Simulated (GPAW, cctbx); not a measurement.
# CsWS3: what bonding does to one electron reflection, worked out

CsWS3, Pm-3m (no. 221), a = 4.8498 Å, b = 4.8498 Å, c = 4.8498 Å, α = 90.00°, β = 90.00°, γ = 90.00°.

```csv
atom,mult.,x,y,z
W1,1,1/2,1/2,1/2
Cs1,1,0,0,0
S1,3,0,1/2,1/2
```

The start was made by putting kin elements into a known structure type; the compound need not exist, or be stable, in this form.

A DFT run (GPAW, PBE, 450 eV, 4×4×4 k-points, Fermi–Dirac width 0.05 eV) gives the static X-ray structure factor of 111 as 17.014 e for the conventional cell; superposed free atoms give 16.543 e. **Problem.** Find the Fourier component V of the crystal potential and the two-beam extinction distance at 80 kV in both cases.

**1. Geometry**

The cell volume is Ω = 114.07 Å³ and d(111) = 2.8000 Å, so g = 1/d = 0.3571 Å⁻¹.

**2. The nuclei**

Electrons feel nuclei as well as electrons, so the nuclear charges are summed with the same phases.

Phase sums Σ exp(2πi h·x), turned so that the total is real and positive: W -1.000, Cs +1.000, S +3.000. Then F_Z = 74 × (-1.000) + 55 × (+1.000) + 16 × (+3.000) = 29.00 e. The electron term has the same sign for this reflection.

**3. Mott–Bethe**

Poisson's equation, term by term, gives V = (e/4πε₀)(F_Z − F)/(πΩg²), with e/4πε₀ = 14.3996 V Å.

The prefactor is 14.3996 × 2.8000²/(π × 114.07) = 0.31503 V per electron. Free atoms: (29.00 − 16.543) × 0.31503 = 3.924 V. Crystal: (29.00 − 17.014) × 0.31503 = 3.776 V. F changes by +2.85 % and V by -3.8 %: the same 0.47 e is measured against F_Z − F = 12.5 e in place of F = 16.5 e.

**4. Extinction distance**

In the two-beam case ξ = 1/(λU) with U = 2γm₀eV/h², that is ξ = 150.41 V Å²/(γλV).

At 80 kV, λ = 0.04176 Å and γ = 1.1566. Free atoms: ξ = 794 Å. Crystal: ξ = 825 Å. The thickness fringes go as sin²(πt/ξ), so the two patterns slip by a quarter of a period when t|1/ξ₁ − 1/ξ₀| = 1/4, at t ≈ 525 nm. Thermal motion, absorption and many-beam coupling, left out here, change a real pattern.

**5. Answer**

V(111) is 3.78 V against 3.92 V, and ξ is 825 against 794 Å. Limits: static atoms, two beams.

[Outputs are excerpts: Python notices, other lines and further rows are left out; steps that failed or that the build refused (PBEsol, TPSS) are not shown.]

[Logs are printed without paths, hosts, clocks, repeated set-up lines and the standing remarks that a program may print on its own settings, such as how far it seeks lower states.]
